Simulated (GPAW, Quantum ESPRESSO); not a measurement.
# Core-hole calculation of the N K edge in TaN (Fm-3m), part 3 of 4

Aim: the N K edge of TaN (Fm-3m) by two routes, a Lanczos recursion (XSpectra) and a sum over empty bands (GPAW), to see which features are robust.

Quantum ESPRESSO 7.5 and GPAW 26.7.0; core-hole supercells, plane-wave PAW PBE.

So far. Step 8 (Spectrum with XCH, N atom 2 (Quantum ESPRESSO)): The total-energy difference is 405.88 eV. One term is added: -7.82 eV, since the hole is spin-paired here and a spin-polarised one costs that much less in the free atom (computed apart). The photon energy is then 398.06 eV. The functional leaves an error of a few eV in such absolute values.

### 9. Another broadening

Level of this step: X-ray absorption near-edge structure, plane-wave PAW PBE, one-electron final states by a Lanczos continued fraction (Quantum ESPRESSO).

The final state's lifetime shortens with energy, so measured features broaden above the edge; the saved Lanczos coefficients are redrawn with a width that grows.

xspectra_plot.in reads:

```
&input_xspectra
   calculation='xanes_dipole', edge='K'
   prefix='x', outdir='tmp', xiabs=2, xe0=22.4467
   xonly_plot=.true., x_save_file='xanes.sav'
   xniter=3000, xcheck_conv=20, xerror=0.005
   xcoordcrys=.false., xepsilon(1)=1, xepsilon(2)=0, xepsilon(3)=0
/
&plot
   xnepoint=413, xemin=-10, xemax=45, terminator=.true., cut_occ_states=.true.
   gamma_mode='variable', gamma_energy(1)=4, gamma_energy(2)=25, gamma_value(1)=0.3, gamma_value(2)=2.5
/
&pseudos
   filecore='../N.wfc'
/
&cut_occ
   cut_desmooth=0.1, cut_stepl=0.05, cut_stepu=0.05, cut_ierror=1e-5
/
6 6 6 0 0 0
```

Command:

```bash
OMP_NUM_THREADS=1 xspectra.x -in xspectra_plot.in > xspectra_plot.out
```

Numbers of over 12 decimals in the logs are rounded to 6 here.

Log:

```text
     [... banner and references ...]
Reading input_file
     -------------------------------------------------------------------------

     calculation: xanes_dipole

     xonly_plot: TRUE
        => only the spectrum plot

     main plot parameters:
        cut_occ_states: TRUE
        gamma_mode:  variable
        -> first, constant up to point ( 4.00, 0.30) [eV]
        -> then, linear up to point (25.00, 2.50) [eV]
        -> finally, constant up to xemax
        xemin [eV]: -10.00
        xemax [eV]:  45.00
        xnepoint:  413
[...]
xemin [eV]: -10.00
        xemax [eV]:  45.00
        xnepoint:  413
        energy-dependent broadening parameter:
         -> first, constant up to point ( 4.00, 0.30) [eV]
         -> then, linear up to point (25.00, 2.50) [eV]
         -> finally, constant up to xemax
        Core level energy [eV]:  -409.9
         (from electron binding energy of neutral atoms in X-ray data booklet)

     Cross-section successfully written in xanes.dat

     -------------------------------------------------------------------------
                                END JOB XSpectra
     -------------------------------------------------------------------------
[key lines of the parts left out:]
Fermi level [eV]:  22.7963
```

Wall time 2.6 s (1 MPI rank of Arm Neoverse V2, shared host); peak memory 0.05 GiB.

With a Lorentzian half width 0.3 eV up to 4 eV, rising linearly to 2.5 eV at 25 eV, the maxima are 1.5 eV (2.22), 3.8 eV (1.40) and 6.3 eV (1.97).

### 10. The field without a hole (GPAW)

The second program starts from its own ground state, on the same cell and functional.

scf.py reads:

```python
import numpy as np
from ase import Atoms
from ase.parallel import parprint, paropen
from gpaw import GPAW, PW, FermiDirac, Mixer, MixerDif, setup_paths
from gpaw.test import gen
setup_paths.insert(0, '.')
gen('N', name='nch1s', xcname='PBE', corehole=(1, 0, 0), write_xml=True)
from gpaw.mpi import world
world.barrier()

atoms = Atoms('TaN',
    cell=[[0, 2.179, 2.179],
     [2.179, 0, 2.179],
     [2.179, 2.179, 0]],
    scaled_positions=[[0.5, 0.5, 0.5],
     [0, 0, 0]],
    pbc=True)
atoms.calc = calc = GPAW(legacy_gpaw=True, mode=PW(500), xc='PBE', setups={1: 'nch1s'},
    kpts={'size': (10, 10, 10), 'gamma': True}, occupations=FermiDirac(0.05),
    charge=0, mixer=Mixer(0.1, 5, 50), maxiter=150,
    convergence={'density': 0.0001}, txt='scf.txt')
energy = atoms.get_potential_energy() + calc.get_reference_energy()
ef = calc.get_fermi_level()
out = dict(energy=energy, fermi=ef, forces=atoms.get_forces().tolist())
parprint(f'all-electron energy {energy:.4f} eV, Fermi level {ef:.4f} eV')
ev = np.array([[calc.get_eigenvalues(k, s) for k in range(len(calc.get_ibz_k_points()))] for s in range(calc.get_number_of_spins())])
out['homo'], out['lumo'], out['counts'] = ev[ev < ef].max(), ev[ev > ef].min(), sorted(set((ev < ef).sum((0, 2)).tolist()))
out['filled'] = (ev[:, 0] < ef).sum(1).tolist()
import json
with paropen('out.json', 'w') as f:
    json.dump(out, f)
```

Command:

```bash
OMP_NUM_THREADS=1 mpirun -n 4 gpaw python scf.py
```

Log:

```text
Input parameters:
  convergence: {density: 0.0001}
  kpts: {gamma: True,
         size: (10, 10, 10)}
  maxiter: 150
  mixer: {backend: pulay,
          beta: 0.1,
          method: separate,
          nmaxold: 5,
          weight: 50}
  mode: {ecut: 500.0,
         name: pw}
  occupations: {fixmagmom: False,
                name: fermi-dirac,
                width: 0.05}
  setups: {1: nch1s}
  xc: PBE

Initialize ...

[...]
2s(2) :    -0.682897     1.073459
*s    :     0.317103
2p(3) :    -0.260504     0.953429
*p    :     0.739496
*d    :     0.000000
--------------------------------

Diagonalizing with gridspacing h=0.050

state   all-electron     PAW
-------------------------------
2s:      -0.682897    -0.683965
2p:      -0.260504    -0.262602
*d:                    0.047814
*f:                    0.075943
-------------------------------
all-electron energy -425673.5259 eV, Fermi level 16.0823 eV
[key lines of the parts left out:]
Converged after 12 iterations.
Dipole moment: (-0.000000, -0.000000, -0.000000) |e|*Ang
Free energy:    -19.365751
Fermi level: 16.08233
```

It took 3.8 s on 4 MPI ranks; peak memory 0.16 GiB.

The mesh shows no gap, so the system is treated as a metal and the core electron is put at the Fermi level (neutral cell).

### 11. Spectrum without a core hole, N atom 2 (GPAW)

This cheap baseline ignores the attraction of the hole: it shows the absorber's empty states as they are in the ground state. The data set with a hole of occupation 0 only carries the core orbital.

xas.py reads:

```python
import numpy as np
from ase import Atoms
from ase.parallel import parprint, paropen
from gpaw import GPAW, PW, FermiDirac, Mixer, MixerDif, setup_paths
from gpaw.test import gen
setup_paths.insert(0, '.')
gen('N', name='nch1s', xcname='PBE', corehole=(1, 0, 0), write_xml=True)
from gpaw.mpi import world
world.barrier()

atoms = Atoms('TaN',
    cell=[[0, 2.179, 2.179],
     [2.179, 0, 2.179],
     [2.179, 2.179, 0]],
    scaled_positions=[[0.5, 0.5, 0.5],
     [0, 0, 0]],
    pbc=True)
atoms.calc = calc = GPAW(legacy_gpaw=True, mode=PW(500), xc='PBE', setups={1: 'nch1s'},
    kpts={'size': (13, 13, 13), 'gamma': True}, occupations=FermiDirac(0.1),
    charge=0, mixer=Mixer(0.1, 5, 50), maxiter=150,
    convergence={'density': 0.0001}, txt='scf.txt')
energy = atoms.get_potential_energy() + calc.get_reference_energy()
ef = calc.get_fermi_level()
out = dict(energy=energy, fermi=ef, forces=atoms.get_forces().tolist())
parprint(f'all-electron energy {energy:.4f} eV, Fermi level {ef:.4f} eV')
ev = np.array([[calc.get_eigenvalues(k, s) for k in range(len(calc.get_ibz_k_points()))] for s in range(calc.get_number_of_spins())])
out['homo'], out['lumo'], out['counts'] = ev[ev < ef].max(), ev[ev > ef].min(), sorted(set((ev < ef).sum((0, 2)).tolist()))
out['filled'] = (ev[:, 0] < ef).sum(1).tolist()

from ase.units import Ha
from gpaw.xas import dipole_matrix_elements
nb = int(calc.get_number_of_electrons() / 2) + 21
top = nb
nscf = calc.fixed_density(kpts={'size': (12, 12, 12), 'gamma': True},
    convergence={'eigenstates': 1.0}, txt='nscf.txt')
nscf.diagonalize_full_hamiltonian(nbands=nb)
cell = atoms.cell.array
ops = [cell.T @ U.T @ np.linalg.inv(cell.T) for U in nscf.wfs.kd.symmetry.op_scc]
E = np.arange(-25, 34, 0.1)
fwhm = np.interp(E, [4, 25], [0.9, 3.5])
Y, X, zero, highest = 0, 0, 1e9, 1e9
for spin in range(nscf.get_number_of_spins()):
    wfs = nscf.wfs
    A = dipole_matrix_elements(wfs.setups[1])
    eps = np.zeros((wfs.kd.nibzkpts, nb))
    d = np.zeros((3, A.shape[1], wfs.kd.nibzkpts, nb), complex)
    for kpt in wfs.kpt_u:
        if kpt.s == spin and 1 in kpt.P_ani:
            eps[kpt.k] = kpt.eps_n * Ha
            d[:, :, kpt.k] = (kpt.weight * wfs.nspins / 2) ** 0.5 * np.inner(A, kpt.P_ani[1])
    world.sum(eps)
    world.sum(d)
    T = np.einsum('amkn,bmkn->abkn', d, d.conj()).real
    T = sum(np.einsum('ai,ijkn,bj->abkn', R, T, R) for R in ops) / len(ops)
    empty = eps > ef
    zero, highest = min(zero, eps[empty].min()), min(highest, eps[:, top - 1].min())
    lines = [(eps, T, empty)] if spin == 0 else lines + [(eps, T, empty)]
for eps, T, empty in lines:
    f = np.einsum('aakn->akn', T).reshape(3, -1)
    x = eps.ravel() - zero
    w = np.interp(x, E, fwhm) / 2.35482
    g = np.exp(-0.5 * ((E[:, None] - x) / w) ** 2) / (w * (2 * np.pi) ** 0.5)
    Y = Y + (f * empty.ravel()) @ g.T
    X = X + (f * ~empty.ravel()) @ g.T
out.update(E=E.round(2).tolist(), xas=Y.tolist(), xes=X.tolist(), zero=zero, valid=highest - zero, nk=len(eps), nb=nb)
for i in range(0, len(E), 10):
    parprint(f'{E[i]:7.2f}', *(f'{v:10.3e}' for v in Y[:, i]))
import json
with paropen('out.json', 'w') as f:
    json.dump(out, f)
```

Command:

```bash
OMP_NUM_THREADS=1 mpirun -n 4 gpaw python xas.py
```

Log:

```text
Input parameters:
  convergence: {density: 0.0001}
  kpts: {gamma: True,
         size: (13, 13, 13)}
  maxiter: 150
  mixer: {backend: pulay,
          beta: 0.1,
          method: separate,
          nmaxold: 5,
          weight: 50}
  mode: {ecut: 500.0,
         name: pw}
  occupations: {fixmagmom: False,
                name: fermi-dirac,
                width: 0.1}
  setups: {1: nch1s}
  xc: PBE

Initialize ...

[...]
*p    :     0.739496
*d    :     0.000000
--------------------------------

Diagonalizing with gridspacing h=0.050

state   all-electron     PAW
-------------------------------
2s:      -0.682897    -0.683965
2p:      -0.260504    -0.262602
*d:                    0.047814
*f:                    0.075943
-------------------------------
all-electron energy -425673.5197 eV, Fermi level 16.0740 eV
[...]
32.00  8.995e-05  8.995e-05  8.995e-05
  33.00  5.952e-05  5.952e-05  5.952e-05
[key lines of the parts left out:]
Converged after 12 iterations.
Dipole moment: (-0.000000, -0.000000, -0.000000) |e|*Ang
Free energy:    -19.367738
Fermi level: 16.07397
```

Run time: 12 s. Hardware: 4 MPI ranks; peak memory 0.21 GiB; 46 s of CPU time.

The N K spectrum, N atom 2, no core hole (energy from the lowest empty level; intensity scaled to a mean of 1 over the first 20 eV):

```tsv
E (eV)	intensity
-2.0	0.00
-1.4	0.00
-0.8	0.02
-0.2	0.24
0.4	0.70
1.0	1.08
1.6	1.41
2.2	1.66
2.8	1.29
3.4	1.01
4.0	0.98
4.6	1.19
5.2	1.29
5.8	1.29
6.4	1.35
7.0	1.63
7.6	1.96
8.2	1.99
8.8	1.62
9.4	1.37
10.0	1.55
10.6	1.68
11.2	1.41
11.8	1.00
12.4	0.71
13.0	0.59
13.6	0.54
14.2	0.53
14.8	0.57
15.4	0.62
16.0	0.60
16.6	0.48
17.2	0.31
17.8	0.19
18.4	0.15
19.0	0.17
19.6	0.23
20.2	0.29
20.8	0.32
21.4	0.33
22.0	0.33
22.6	0.36
23.2	0.40
23.8	0.47
24.4	0.54
25.0	0.59
25.6	0.65
26.2	0.74
26.8	0.88
27.4	1.07
28.0	1.27
28.6	1.42
29.2	1.46
29.8	1.38
30.4	1.19
31.0	0.94
31.6	0.71
```

Main maxima below 24 eV (height): 2.1 eV (1.68), 5.5 eV (1.31), 7.9 eV (2.03), 10.5 eV (1.68) and 15.6 eV (0.62). 

The same matrix elements for filled bands give the N K emission of N atom 2 (ground-state approximation; energy from the lowest empty level, largest value 1):

```tsv
E (eV)	emission
-24.00	0.00
-23.25	0.00
-22.50	0.00
-21.75	0.00
-21.00	0.00
-20.25	0.00
-19.50	0.00
-18.75	0.00
-18.00	0.00
-17.25	0.00
-16.50	0.00
-15.75	0.00
-15.00	0.00
-14.25	0.00
-13.50	0.00
-12.75	0.00
-12.00	0.00
-11.25	0.00
-10.50	0.03
-9.75	0.12
-9.00	0.24
-8.25	0.30
-7.50	0.73
-6.75	0.90
-6.00	0.44
-5.25	0.24
-4.50	0.10
-3.75	0.06
-3.00	0.07
-2.25	0.08
-1.50	0.09
-0.75	0.11
0.00	0.06
0.75	0.00
1.50	0.00
2.25	0.00
3.00	0.00
```

Emission maxima: -7.0 eV (1.00).

### 12. Reference energy of the supercell (GPAW)

Total energies of two programs can't be mixed, so the cell and mesh of GPAW's hole run get a reference energy of their own.

Edit scf.py of step 10 so:

```diff
@@ -10,11 +10,25 @@
 
-atoms = Atoms('TaN',
-    cell=[[0, 2.179, 2.179],
-     [2.179, 0, 2.179],
-     [2.179, 2.179, 0]],
-    scaled_positions=[[0.5, 0.5, 0.5],
-     [0, 0, 0]],
+atoms = Atoms('Ta8N8',
+    cell=[[0, 4.358, 4.358],
+     [4.358, 0, 4.358],
+     [4.358, 4.358, 0]],
+    scaled_positions=[[0.25, 0.25, 0.25],
+     [0.25, 0.25, 0.75],
+     [0.25, 0.75, 0.25],
+     [0.75, 0.25, 0.25],
+     [0.25, 0.75, 0.75],
+     [0.75, 0.25, 0.75],
+     [0.75, 0.75, 0.25],
+     [0.75, 0.75, 0.75],
+     [0, 0, 0],
+     [0, 0, 0.5],
+     [0, 0.5, 0],
+     [0.5, 0, 0],
+     [0, 0.5, 0.5],
+     [0.5, 0, 0.5],
+     [0.5, 0.5, 0],
+     [0.5, 0.5, 0.5]],
     pbc=True)
-atoms.calc = calc = GPAW(legacy_gpaw=True, mode=PW(500), xc='PBE', setups={1: 'nch1s'},
-    kpts={'size': (10, 10, 10), 'gamma': True}, occupations=FermiDirac(0.05),
+atoms.calc = calc = GPAW(legacy_gpaw=True, mode=PW(500), xc='PBE', setups={8: 'nch1s'},
+    kpts={'size': (5, 5, 5), 'gamma': True}, occupations=FermiDirac(0.1),
     charge=0, mixer=Mixer(0.1, 5, 50), maxiter=150,
```

Command:

```bash
OMP_NUM_THREADS=1 mpirun -n 4 gpaw python scf.py
```

Log:

```text
Input parameters:
  convergence: {density: 0.0001}
  kpts: {gamma: True,
         size: (5, 5, 5)}
  maxiter: 150
  mixer: {backend: pulay,
          beta: 0.1,
          method: separate,
          nmaxold: 5,
          weight: 50}
  mode: {ecut: 500.0,
         name: pw}
  occupations: {fixmagmom: False,
                name: fermi-dirac,
                width: 0.1}
  setups: {8: nch1s}
  xc: PBE

Initialize ...

[...]
2s(2) :    -0.682897     1.073459
*s    :     0.317103
2p(3) :    -0.260504     0.953429
*p    :     0.739496
*d    :     0.000000
--------------------------------

Diagonalizing with gridspacing h=0.050

state   all-electron     PAW
-------------------------------
2s:      -0.682897    -0.683965
2p:      -0.260504    -0.262602
*d:                    0.047814
*f:                    0.075943
-------------------------------
all-electron energy -3405388.2074 eV, Fermi level 16.0807 eV
[key lines of the parts left out:]
Converged after 21 iterations.
Dipole moment: (-0.000000, -0.000000, -0.000000) |e|*Ang
Free energy:   -154.994828
Fermi level: 16.08066
```

Run time: 41 s. Hardware: 4 MPI ranks; peak memory 0.27 GiB.

Reference energy: -3405388.207 eV with the cores included.

(Continued in part 4 of 4.)

[Banner, clock and machine lines of the logs are left out without a mark of their own.]

[Logs are printed without paths, hosts, clocks, repeated set-up lines and the standing remarks that a program may print on its own settings, such as how far it seeks lower states.]

[Hosts, paths, dates, database ids (printed as entryN), source tags and the programs' standing remarks are cut or masked in the printed files.]

[Lists of maxima count a maximum above −3 eV only where it reaches 4 % of the highest in the window and stands out from its surroundings by 2 % of it (1.5 % where it reaches 55 %); shoulders and weaker maxima are passed over, and of the rest the first, up to two pre-edge ones and the few strongest are named.]
